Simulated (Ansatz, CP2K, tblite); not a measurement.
## tblite runs on random packing of 74GeS2-26As2S3 (mol %) (81 atoms)

Wanted: tblite inputs and outputs for random packing of 74GeS2-26As2S3 (mol %) (81 atoms), checked against a plane-wave reference.

Program: tblite 0.8.0. Level of theory: the method is named at each step. Results are calculated unless marked as measured.

### Step 1. Starting point

The cell holds 81 atoms: 17 Ge, 52 S and 12 As. Cell: a = 12.407 Å, b = 12.407 Å, c = 12.407 Å, α = 90.0°, β = 90.0°, γ = 90.0°. 81 atoms (17 Ge, 52 S, 12 As) packed at random in a cube at 3.31 g/cm³ and pushed apart as soft spheres, cations and anions kept from their own kind; a start for melting by ab initio MD, not an equilibrated structure. Then every atom was moved at random, 0.05 Å r.m.s. a Cartesian component.

The yardstick, on the same geometry:

| Quantity | Value |
| --- | --- |
| method | Kohn-Sham DFT, PBE, PAW, plane waves (Ansatz 0.2.0); cutoff 420 eV, Γ point, fermi-dirac smearing of 0.05 eV; PAW set soft_2 |
| r.m.s. force component | 0.907 eV/Å |
| longest force | 2.959 eV/Å |
| pressure | 0.7617 GPa |
| SCF cycles | 12 |
| time | 29 s on 4 threads of Arm Neoverse V2, shared host |
| CPU time | 1.8 min |

### Step 2. GFN1-xTB

Method: GFN1-xTB tight binding, diagonalisation.

Input file run.py:

```python
import numpy as np
from ase.io import read
from tblite.ase import TBLite

atoms = read("structure.xyz")
atoms.calc = TBLite(method="GFN1-xTB", electronic_temperature=580, accuracy=1.0, max_iterations=250, mixer_damping=0.4, verbosity=1)
energy = atoms.get_potential_energy()
forces = atoms.get_forces()
print(f"energy {energy:.6f} eV")
print("forces (eV/A)")
for i, (a, f) in enumerate(zip(atoms, forces)):
    print(f"{i:4d} {a.symbol:2s} {f[0]:10.5f} {f[1]:10.5f} {f[2]:10.5f}")
stress = -atoms.get_stress(voigt=False) * 160.21766
print("stress (GPa, compression positive)")
for row in stress:
    print(" ".join(f"{x:10.4f}" for x in row))
print("charges (e)")
print(np.array2string(atoms.get_charges(), precision=4, suppress_small=True, max_line_width=110, threshold=100000))
```

Input file structure.xyz:

```xyz
81
Lattice="12.40660 0.00000 0.00000 0.00000 12.40660 0.00000 0.00000 0.00000 12.40660" Properties=species:S:1:pos:R:3 pbc="T T T"
Ge 10.59089 3.14582 0.67777
Ge 7.96777 4.45397 10.47986
Ge 1.51782 0.27878 3.85858
Ge 11.74347 6.21360 11.29100
Ge 11.92547 2.87213 9.39266
Ge 4.35161 3.40648 0.25694
Ge 2.30552 0.59316 7.65946
Ge 7.58763 6.09995 2.50526
Ge 8.26155 1.75380 6.83480
Ge 9.10917 7.05936 10.24401
Ge 9.80444 12.14085 3.42708
Ge 11.85587 6.52798 5.02418
Ge 2.34621 11.09497 12.05971
Ge 8.34170 9.19279 8.47396
Ge 9.74017 9.37145 2.75662
Ge 4.15249 0.68174 9.95617
Ge 3.90560 9.32455 7.78117
S 4.60483 1.85479 2.38877
S 5.89748 11.65191 6.55143
S 11.88974 8.70856 3.06431
S 12.03812 10.53382 7.72894
S 0.62951 12.07956 2.05875
S 0.96288 7.44681 8.85000
S 7.81901 8.30547 3.34916
S 10.18272 7.93774 8.47296
S 2.29100 9.37716 1.26523
S 8.03997 9.15247 12.01455
S 9.75258 6.38642 12.15996
S 10.28693 0.67939 6.14846
S 5.52689 4.80359 3.17038
S 5.21648 8.86278 5.23683
S 8.21466 3.08217 1.64462
S 9.07456 11.26891 8.73325
S 7.37200 0.25756 0.39242
S 8.55460 4.96202 4.25087
S 10.90739 1.74499 3.31765
S 3.56318 2.85166 9.74079
S 6.60180 6.10715 0.20583
S 7.07139 2.11284 4.91413
S 7.86442 11.51643 4.07110
S 4.79652 7.81045 2.21483
S 6.19486 0.89092 9.18820
S 12.17410 4.33735 5.08646
S 9.18423 1.49177 10.26621
S 3.96515 2.70116 5.45034
S 11.98378 12.33477 10.50541
S 5.07616 10.26386 9.70841
S 9.96324 9.61263 5.54166
S 3.30388 0.60854 12.07783
S 7.06854 7.66430 9.44080
S 9.55432 3.73414 7.07710
S 2.96245 4.86674 1.25741
S 0.50259 6.88728 0.63584
S 0.76971 1.89647 6.93938
S 5.06326 10.37080 0.42505
S 1.99672 11.34385 5.71374
[... 21 atom lines left out ...]
As 1.30753 7.74395 2.43430
As 5.21474 1.35418 7.28888
As 1.78816 1.44227 1.05506
As 1.47080 4.94018 6.43419
```

Run with:

```bash
OMP_NUM_THREADS=1 python run.py > output.txt
```

What it wrote:

```text
------------------------------------------------------------
  cycle        total energy    energy error   density error
------------------------------------------------------------
      1     -224.5290349234  -2.2423708E+02   7.3369043E-01
      2     -56.19464961950   1.6833439E+02   1.8391041E+00
      3     -77.98540617389  -2.1790757E+01   1.0328141E+00
      4     -228.9653638319  -1.5097996E+02   4.5361751E-01
      5     -226.9190904676   2.0462734E+00   5.4787729E-01
      6     -225.0190659393   1.9000245E+00   4.7867273E-01
      7     -238.5099127677  -1.3490847E+01   3.9224363E-01
      8     -243.1991055922  -4.6891928E+00   3.0156333E-01
      9     -244.3534521730  -1.1543466E+00   2.8497429E-01
     10     -245.7901120537  -1.4366599E+00   2.3790197E-01
     11     -244.5229226830   1.2671894E+00   2.7642334E-01
     12     -247.2213355598  -2.6984129E+00   2.1029199E-01
     13     -247.6471471801  -4.2581162E-01   1.6963610E-01
     14     -247.2455000096   4.0164717E-01   1.9831103E-01
     15     -248.5294039822  -1.2839040E+00   1.4702260E-01
     16     -249.3306521048  -8.0124812E-01   9.4343399E-02
     17     -249.6844521088  -3.5380000E-01   5.5951849E-02
     18     -249.7479106410  -6.3458532E-02   5.4947194E-02
     19     -249.7991889723  -5.1278331E-02   4.2658316E-02
     20     -249.8449377117  -4.5748739E-02   3.7452677E-02
     21     -249.8798326048  -3.4894893E-02   2.9772304E-02
     22     -249.8927194794  -1.2886875E-02   2.4832318E-02
     23     -249.9163059619  -2.3586482E-02   1.4630956E-02
     24     -249.9193224667  -3.0165048E-03   1.2008491E-02
[...]
35     -249.9286419166  -8.8012350E-06   2.7662550E-04
     36     -249.9286449218  -3.0051675E-06   1.7132171E-04
     37     -249.9286463479  -1.4261217E-06   1.3173185E-04
     38     -249.9286462645   8.3477403E-08   1.5344404E-04
     39     -249.9286469673  -7.0280581E-07   1.0524693E-04
     40     -249.9286474162  -4.4894963E-07   5.1139760E-05
     41     -249.9286474989  -8.2735994E-08   3.0512623E-05
     42     -249.9286475561  -5.7189567E-08   1.2880228E-05
------------------------------------------------------------
 total:                                   9.440 sec
energy -6800.904907 eV
forces (eV/A)
   0 Ge   -1.97634   -0.56378    1.53389
   1 Ge   -2.08328   -1.85146   -1.54875
   2 Ge    2.10033    0.70388    1.37068
   3 Ge    0.10596    0.61586   -2.11015
   4 Ge   -0.63880   -0.32405    0.59714
   5 Ge   -0.07733    0.31867    1.10595
   6 Ge   -0.10029    0.07202   -0.97555
   7 Ge   -1.77537   -0.00909   -0.63413
   8 Ge    1.40410    0.70577   -1.48326
   9 Ge   -1.00988    0.99687   -1.01353
  10 Ge   -0.41344    0.21325    0.12107
  11 Ge    0.13328    0.72853    1.24131
  12 Ge    0.24574   -3.11622   -1.06685
  13 Ge    1.37330    1.81197   -1.71575
  14 Ge   -0.28436    1.01967    0.92670
  15 Ge   -0.30698    1.62971   -1.06777
  16 Ge    1.09602    1.01428    1.37964
  17 S     0.29979    0.27009   -1.89655
  18 S    -1.42553    2.07591    0.41760
  19 S    -0.34346   -0.20316    0.61924
  20 S     0.80042   -2.04365   -1.82061
  21 S     0.31460    0.20682   -1.03232
  22 S     0.10520    0.44924   -2.08632
  23 S     0.83211   -0.87386   -1.50202
[...]
73 As   -1.04505    1.10865    3.20862
  74 As   -0.29543   -1.96127   -0.20924
  75 As   -1.95086    0.02316   -0.45813
  76 As    1.41401   -0.34492   -0.33999
  77 As    1.26118    1.10153    0.07775
  78 As    0.16916   -1.33824   -2.49139
  79 As   -1.49325    0.82770    1.37620
  80 As    0.70206    0.60443   -2.14622
stress (GPa, compression positive)
   -4.6178     0.1889     0.0078
    0.1889    -7.5910    -0.4322
    0.0078    -0.4322    -7.5424
charges (e)
[ 0.306   0.3137  0.3453  0.2995  0.3469  0.3291  0.2771  0.3432  0.3097  0.3126  0.3298  0.2569  0.3222
  0.3453  0.3437  0.2844  0.3453 -0.0987 -0.1778 -0.1669 -0.1276 -0.106  -0.2366 -0.0685 -0.0943 -0.1295
 -0.2308 -0.1366 -0.1695 -0.0776 -0.1024 -0.2154 -0.1327 -0.093  -0.0442 -0.1036 -0.2508 -0.1507 -0.1322
 -0.1233 -0.1341 -0.0396 -0.0366 -0.1816 -0.1626 -0.2005 -0.1837 -0.1746 -0.054  -0.02   -0.1568 -0.1203
 -0.0668 -0.1762 -0.1069 -0.1117 -0.1706 -0.0705 -0.1146 -0.1531 -0.1751 -0.1261 -0.1895 -0.1238 -0.1511
 -0.1516 -0.1261 -0.1584 -0.1997  0.1486  0.1487  0.1144  0.1183  0.1064  0.1413  0.1309  0.1411  0.1352
  0.1372  0.1402  0.1321]
```

It took 9.9 s on 1 thread of Arm Neoverse V2, shared host; peak memory 0.16 GiB.

Banners, paths, timers and routine set-up lines are dropped from the logs unmarked, and long logs keep their key lines alone; longer cuts are marked.

Compared with the plane-wave run:

```
r.m.s. force component                  : 1.065 eV/Å
r.m.s. difference of force components   : 766.1 meV/Å
longest difference of force vectors     : 2262 meV/Å
force difference over r.m.s. force      : 84.47 %
slope of forces against the reference's : 0.8323
correlation of force components         : 0.709
pressure                                : -6.584 GPa
pressure difference                     : -7.345 GPa
```

Length of the force difference by element (eV/Å):

| element | atoms | mean | most |
| --- | --- | --- | --- |
| As | 12 | 1.1 | 1.8 |
| Ge | 17 | 1.3 | 1.8 |
| S | 52 | 1.3 | 2.3 |

Local excerpt of 9 atoms (numbers count through the whole input) about Ge17, which has 1 bonded neighbour where the commonest count for Ge is 3; x, y, z are measured from there.

| atom | x | y | z | distance (Å) | bonds | Mulliken charge (e) | Fx | Fy | Fz (eV/Å) |
| --- | --- | --- | --- | --- | --- | --- | --- | --- | --- |
| Ge17 | 0.00 | 0.00 | 0.00 | 0.00 | 1 | 0.35 | 1.10 | 1.01 | 1.38 |
| S47 | 1.17 | 0.94 | 1.93 | 2.44 | 1 | -0.18 | -1.04 | -1.20 | -1.67 |
| As72 | -0.50 | -1.72 | -2.21 | 2.85 | 3 | 0.11 | 1.93 | -0.48 | 0.37 |
| S31 | 1.31 | -0.46 | -2.54 | 2.90 | 1 | -0.10 | -1.89 | -0.69 | 0.30 |
| S60 | -1.92 | 0.88 | 2.22 | 3.07 | 1 | -0.15 | -0.45 | 0.63 | 2.10 |
| S19 | 1.99 | 2.33 | -1.23 | 3.30 | 1 | -0.18 | -1.43 | 2.08 | 0.42 |
| S68 | 0.04 | -3.01 | 1.64 | 3.43 | 1 | -0.16 | 1.67 | 0.80 | 1.67 |
| S56 | -1.91 | 2.02 | -2.07 | 3.46 | 2 | -0.11 | -0.66 | 0.58 | -0.60 |
| As74 | -3.11 | -0.48 | -1.54 | 3.50 | 1 | 0.11 | -1.05 | 1.11 | 3.21 |

Atoms are counted from 1 here, from 0 in the log.

Forces lie 84 % from the reference's, at 0.090 times its CPU time (on 1 against 4 cores).

### Step 3. What came out

```json
{
 "force difference from the reference": "tblite GFN1-xTB, 84 %",
 "its CPU time": "9.9 s"
}
```

**Reading.** Tight binding differs by 84 % (tblite GFN1-xTB); it is another model, with fitted parameters of its own, and the xTB methods hold dispersion. One electronic-structure run takes under half the reference's CPU time: tblite GFN1-xTB, at 84 % in 9.9 s against 1.8 min, too far off to be of use; its pressure misses by -7.3 GPa. Periodic xTB results under one method name differ between programs and library versions. The electronic-structure runs sample only Γ, in a cell whose shortest periodic width is 12 Å, which is coarse for a cell with partly filled levels.

[Also dropped from logs without a mark: logging warnings of Python, and SIESTA's first energy breakdown and zero terms.]

[Logs are printed without paths, hosts, clocks, repeated set-up lines and the standing remarks that a program may print on its own settings, such as how far it seeks lower states.]

[Hosts, paths, dates, database ids (printed as entryN), source tags and the programs' standing remarks are cut or masked in the printed files.]
